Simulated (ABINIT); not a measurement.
# TlH3 (Pm-3m): from the cell to the phonon bands, part 2 of 5

How does TlH3 (Pm-3m) vibrate, and is this structure a minimum?

ABINIT 10.8.3; DFT PBEsol, scalar-relativistic, plane waves, PseudoDojo norm-conserving pseudopotentials.

So far. Step 5 (Relaxing the cell and atoms): The volume changes by +0.8 % in this run and stands -31.7 % from the first cell. The relaxed cell has a = 3.904 Å (conventional setting).

The structure was built from a prototype and need not be the compound's stable phase.

### 7. Linear response at Γ

At q = 0 one unit cell holds all displacements. The response is solved for single atoms along the cell's directions, and symmetry skips those that follow from others. The crystal is treated as a metal, which screens a static field, so no field response is asked.

dfpt_gamma.abi

```

# common to the responses
getwfk_filepath "gso_WFK"
kptopt 2
nqpt 1
qpt 0.0 0.0 0.0
asr 0
chneut 0

# displacements
rfphon 1
rfatpol 1 4
rfdir 1 1 1
tolvrs 1.0d-10
prtwf 0

# basis, mesh and filling
ecut 32.0
ngkpt 8 8 8
nshiftk 1
shiftk 0.0 0.0 0.0
istwfk *1
occopt 7
tsmear 0.01
nband 14
nstep 100
diemac 1000000.0
prtebands 0
prtgsr 0
useylm 1

# cell and atoms
acell 3*1.0 Angstrom
rprim 
    3.904264567 0.0 0.0
    0.0 3.904264567 0.0
    0.0 0.0 3.904264567
ntypat 2
znucl 81 1
natom 4
typat 1 2 2 2
xred 
    0.0 0.0 0.0
    0.5 0.0 0.0
    0.0 0.5 0.0
    0.0 0.0 0.5
pp_dirpath "./pseudo"
pseudos "Tl.upf, H.upf"
```

The run is started by

```console
$ OMP_NUM_THREADS=1 mpirun -n 2 abinit dfpt_gamma.abi > dfpt_gamma.log
```

Numbers of over 12 decimals in the logs are rounded to 6 here.

dfpt_gamma.abo, the main output file:

```text
[banners, grids, parts of the stress and lines that vanish by symmetry left out]
- input  file    -> dfpt_gamma.abi
- output file    -> dfpt_gamma.abo
- root for input  files -> dfpt_gammai
- root for output files -> dfpt_gammao

 Symmetries : space group Pm -3 m (#221); Bravais cP (primitive cubic)
================================================================================
 Values of the parameters that define the memory need of the present run (RF).
     intxc =       0      iscf =       7    lmnmax =      18     lnmax =       6
     mgfft =      40  mpssoang =       3    mqgrid =    3001     natom =       4
  nloc_mem =       1    nspden =       1   nspinor =       1    nsppol =       1
      nsym =      48    n1xccc =    2501    ntypat =       2    occopt =       7
   xclevel =       2
-    mband =          14        mffmem =           1         mkmem =         130
-   mkqmem =         130        mk1mem =         130           mpw =        3495
      nfft =       64000          nkpt =         260
- my_mband =          14
================================================================================
================================================================================

--------------------------------------------------------------------------------
------------- Echo of variables that govern the present computation ------------
--------------------------------------------------------------------------------
-
- outvars: echo of selected default values
-   iomode0 =  0 , fftalg0 =312 , wfoptalg0 =  0
-
- outvars: echo of global parameters not present in the input file
-  max_nthreads =    1
-
 -outvars: echo values of preprocessed input variables
 [... echo left out ...]
================================================================================

 chkinp: Checking input parameters for consistency.

[...]
== DATASET  1 ==================================================================
-   mpi_nproc: 2, omp_nthreads: 1 (-1 if OMP is not activated)

--- !DatasetInfo
iteration_state: {dtset: 1, }
dimensions: {natom: 4, nkpt: 260, mband: 14, nsppol: 1, nspinor: 1, nspden: 1, mpw: 3495, }
cutoff_energies: {ecut:  32.0, pawecutdg:  -1.0, }
electrons: {nelect:   1.60000000E+01, charge:   0.00000000E+00, occopt:   7.00000000E+00, tsmear:   1.00000000E-02, }
meta: {optdriver: 1, rfphon: 1, }
...

 mkfilename: getwfk from: gso_WFK

 Real(R)+Recip(G) space primitive vectors, cartesian coordinates (Bohr,Bohr^-1):
 R(1)=  7.3779908  0.0000000  0.0000000  G(1)=  0.1355383  0.0000000  0.0000000
 R(2)=  0.0000000  7.3779908  0.0000000  G(2)=  0.0000000  0.1355383  0.0000000
 R(3)=  0.0000000  0.0000000  7.3779908  G(3)=  0.0000000  0.0000000  0.1355383
 Unit cell volume ucvol=  4.0161906E+02 bohr^3
 Angles (23,13,12)=  9.00000000E+01  9.00000000E+01  9.00000000E+01 degrees
 setup1 : take into account q-point for computing boxcut.

 getcut: wavevector=  0.0000  0.0000  0.0000  ngfft=  40  40  40
         ecut(hartree)=     32.000   => boxcut(ratio)=   2.12903

--- Pseudopotential description ------------------------------------------------
- pspini: atom type   1  psp file is ./pseudo/Tl.upf

- pspini: atom type   2  psp file is ./pseudo/H.upf

   6.12977660E+02                                ecore*ucvol(ha*bohr**3)
--------------------------------------------------------------------------------

 ==>  initialize data related to q vector <==

 The list of irreducible perturbations for this q vector is:
    1)    idir= 1    ipert=   1
    2)    idir= 1    ipert=   2
    3)    idir= 2    ipert=   2

[...]
The perturbation idir=   2  ipert=   1 is
 symmetric of a previously calculated perturbation.
 So, its SCF calculation is not needed.

 The perturbation idir=   3  ipert=   1 is
 symmetric of a previously calculated perturbation.
 So, its SCF calculation is not needed.

 The perturbation idir=   3  ipert=   2 is
 symmetric of a previously calculated perturbation.
 So, its SCF calculation is not needed.

 The perturbation idir=   1  ipert=   3 is
 symmetric of a previously calculated perturbation.
 So, its SCF calculation is not needed.

[...]
The perturbation idir=   2  ipert=   4 is
 symmetric of a previously calculated perturbation.
 So, its SCF calculation is not needed.

 The perturbation idir=   3  ipert=   4 is
 symmetric of a previously calculated perturbation.
 So, its SCF calculation is not needed.

--------------------------------------------------------------------------------
 Perturbation wavevector (in red.coord.)   0.000000  0.000000  0.000000
 Perturbation : displacement of atom   1   along direction   1
 Found     8 symmetries that leave the perturbation invariant.

[...]
dfpt_looppert : total number of electrons, from k and k+q
  fully or partially occupied states are    1.600000E+01 and    1.600000E+01.
 Initialisation of the first-order wave-functions :
  ireadwf=   0

--- !BeginCycle
iteration_state: {dtset: 1, }
solver: {iscf: 7, nstep: 100, nline: 4, wfoptalg: 0, }
tolerances: {tolvrs: 1.00E-10, }
...

     iter   2DEtotal(Ha)        deltaE(Ha) residm    vres2
-ETOT  1   5.036081     -8.617E+03 1.731E+01 3.313E+02
 ETOT  2   2.611804     -2.424E+00 8.818E-03 6.922E+01
 ETOT  3   2.600989     -1.082E-02 4.708E-05 7.386E+00
 ETOT  4   2.600775     -2.139E-04 1.634E-05 1.728E+00
 ETOT  5   2.600342     -4.335E-04 1.608E-06 1.441E-01
[...]
At SCF step   11       vres2   =  2.13E-11 < tolvrs=  1.00E-10 =>converged.
[...]
Mean square residual over all n,k,spin=   71.873E-18; max=  44.873E-16

 Thirteen components of 2nd-order total energy (hartree) are
 1,2,3: 0th-order hamiltonian combined with 1st-order wavefunctions
     kin0=   1.08069028E+04 eigvalue=   8.26683005E+02  local=  -6.44999223E+03
 4,5,6: 1st-order hamiltonian combined with 1st and 0th-order wfs
 loc psp =  -2.65939559E+03  Hartree=   8.12813384E+02     xc=  -1.41848395E+02
 note that "loc psp" includes a xc core correction that could be resolved
 7,8,9: eventually, occupation + non-local contributions
    edocc=   3.22740990E+01     enl0=   2.73235495E+03   enl1=  -1.45789796E+04
 1-9 gives the relaxation energy (to be shifted if some occ is /=2.0)
   erelax=  -8.61918761E+03
 10,11,12 Non-relaxation  contributions : frozen-wavefunctions and Ewald
 fr.local=   1.23792033E+03 fr.nonlo=   7.29287829E+03  Ewald=   2.21419115E+01
 13,14 Frozen wf xc core corrections (1) and (2)
 frxc 1  =  -3.91520762E+02  frxc 2 =   4.60368170E+02
 Resulting in :
 2DEtotal=    0.2600324833E+01 Ha. Also 2DEtotal=    0.707584433854E+02 eV
    (2DErelax=   -8.6191876097E+03 Ha. 2DEnonrelax=    8.6217879345E+03 Ha)
    (  non-var. 2DEtotal :    2.6003240286E+00 Ha)

[...]
Perturbation wavevector (in red.coord.)   0.000000  0.000000  0.000000
 Perturbation : displacement of atom   2   along direction   1
 Found     8 symmetries that leave the perturbation invariant.

[...]
dfpt_looppert : total number of electrons, from k and k+q
  fully or partially occupied states are    1.600000E+01 and    1.600000E+01.
 Initialisation of the first-order wave-functions :
  ireadwf=   0

--- !BeginCycle
iteration_state: {dtset: 1, }
solver: {iscf: 7, nstep: 100, nline: 4, wfoptalg: 0, }
tolerances: {tolvrs: 1.00E-10, }
...

     iter   2DEtotal(Ha)        deltaE(Ha) residm    vres2
-ETOT  1   4.362694     -5.240E+01 2.742E-01 1.323E+03
[...]
At SCF step   11       vres2   =  2.14E-12 < tolvrs=  1.00E-10 =>converged.
[...]
Mean square residual over all n,k,spin=   24.354E-18; max=  55.756E-17

 Thirteen components of 2nd-order total energy (hartree) are
 1,2,3: 0th-order hamiltonian combined with 1st-order wavefunctions
     kin0=   5.66916185E+01 eigvalue=   2.24958178E+00  local=  -1.53198126E+01
 4,5,6: 1st-order hamiltonian combined with 1st and 0th-order wfs
 loc psp =  -7.62643345E+01  Hartree=   1.17353534E+01     xc=  -6.80271991E+00
 note that "loc psp" includes a xc core correction that could be resolved
 7,8,9: eventually, occupation + non-local contributions
    edocc=   5.35787890E+00     enl0=  -1.15671086E+00   enl1=  -2.92460441E+01
 1-9 gives the relaxation energy (to be shifted if some occ is /=2.0)
   erelax=  -5.27551893E+01
 10,11,12 Non-relaxation  contributions : frozen-wavefunctions and Ewald
 fr.local=  -1.90079823E+01 fr.nonlo=   1.30711076E+01  Ewald=   6.26954045E+01
 13,14 Frozen wf xc core corrections (1) and (2)
 frxc 1  =   0.00000000E+00  frxc 2 =   0.00000000E+00
 Resulting in :
 2DEtotal=    0.4003340618E+01 Ha. Also 2DEtotal=    0.108936447821E+03 eV
    (2DErelax=   -5.2755189271E+01 Ha. 2DEnonrelax=    5.6758529889E+01 Ha)
    (  non-var. 2DEtotal :    4.0033406033E+00 Ha)

[...]
Perturbation wavevector (in red.coord.)   0.000000  0.000000  0.000000
 Perturbation : displacement of atom   2   along direction   2
 Found     4 symmetries that leave the perturbation invariant.

--------------------------------------------------------------------------------

--------------------------------------------------------------------------------

 dfpt_looppert : total number of electrons, from k and k+q
  fully or partially occupied states are    1.600000E+01 and    1.600000E+01.
 Initialisation of the first-order wave-functions :
  ireadwf=   0

--- !BeginCycle
iteration_state: {dtset: 1, }
solver: {iscf: 7, nstep: 100, nline: 4, wfoptalg: 0, }
tolerances: {tolvrs: 1.00E-10, }
...

     iter   2DEtotal(Ha)        deltaE(Ha) residm    vres2
-ETOT  1  0.529627     -5.036E+01 2.283E-01 7.296E+02
[...]
ETOT 10  0.466016     -3.666E-12 4.979E-14 4.241E-10
 ETOT 11  0.466016      1.350E-13 3.011E-15 8.176E-12

 At SCF step   11       vres2   =  8.18E-12 < tolvrs=  1.00E-10 =>converged.
[...]
Mean square residual over all n,k,spin=   32.618E-18; max=  30.112E-16

 Thirteen components of 2nd-order total energy (hartree) are
 1,2,3: 0th-order hamiltonian combined with 1st-order wavefunctions
     kin0=   5.35100701E+01 eigvalue=   2.22135589E+00  local=  -1.26380591E+01
 4,5,6: 1st-order hamiltonian combined with 1st and 0th-order wfs
 loc psp =  -7.23483408E+01  Hartree=   1.05409155E+01     xc=  -6.93215976E+00
 note that "loc psp" includes a xc core correction that could be resolved
 7,8,9: eventually, occupation + non-local contributions
    edocc=   4.33509930E+00     enl0=  -6.12267206E-01   enl1=  -2.85015688E+01
 1-9 gives the relaxation energy (to be shifted if some occ is /=2.0)
   erelax=  -5.04249548E+01
 10,11,12 Non-relaxation  contributions : frozen-wavefunctions and Ewald
 fr.local=   5.47963566E+01 fr.nonlo=   1.46681363E+01  Ewald=  -1.85735226E+01
 13,14 Frozen wf xc core corrections (1) and (2)
 frxc 1  =   0.00000000E+00  frxc 2 =   0.00000000E+00
 Resulting in :
 2DEtotal=    0.4660155461E+00 Ha. Also 2DEtotal=    0.126809290202E+02 eV
    (2DErelax=   -5.0424954760E+01 Ha. 2DEnonrelax=    5.0890970306E+01 Ha)
    (  non-var. 2DEtotal :    4.6601553278E-01 Ha)

[...]
---- first-order wavefunction calculations are completed ----

 ==> Compute Derivative Database <==

 [... matrices left out ...]
  Phonon wavevector (reduced coordinates) :  0.00000  0.00000  0.00000
 Phonon energies in Hartree :
   1.251857E-05  1.251857E-05  1.251857E-05  1.843319E-03  1.843319E-03
   1.843319E-03  1.956606E-03  1.956606E-03  1.956606E-03  6.499814E-03
   6.499814E-03  6.499814E-03
 Phonon frequencies in cm-1    :
-  2.747508E+00  2.747508E+00  2.747509E+00  4.045617E+02  4.045617E+02
-  4.045617E+02  4.294253E+02  4.294253E+02  4.294253E+02  1.426544E+03
-  1.426544E+03  1.426544E+03

== END DATASET(S) ==============================================================
================================================================================

 -outvars: echo values of variables after computation
            acell      1.8897261259E+00  1.8897261259E+00  1.8897261259E+00 Bohr
           etotal      4.6601554605E-01
            fcart      0.0000000000E+00  0.0000000000E+00  0.0000000000E+00
           strten      0.0000000000E+00  0.0000000000E+00  0.0000000000E+00
================================================================================
```

Elapsed: 8 min, on 2 MPI ranks of AMD EPYC (Zen 3), shared host.

Numbers from this step:

```yaml
largest_acoustic_frequency_at_the_zone_centre_before_the_sum_rule: 2.75 cm⁻¹
highest_optical_zone_centre_mode_no_lo_to_term: 1427 cm⁻¹
lowest_optical_zone_centre_mode: 404.6 cm⁻¹
```

The acoustic modes at Γ come out as far as 2.8 cm⁻¹ from zero, where they should vanish, a small numerical error.

[end of part 2 of 5]

[Host names and launcher messages were left out of these logs when they were recorded.]

[Logs are printed without paths, hosts, clocks, repeated set-up lines and the standing remarks that a program may print on its own settings, such as how far it seeks lower states.]

[Hosts, paths, dates, database ids (printed as entryN), source tags and the programs' standing remarks are cut or masked in the printed files.]
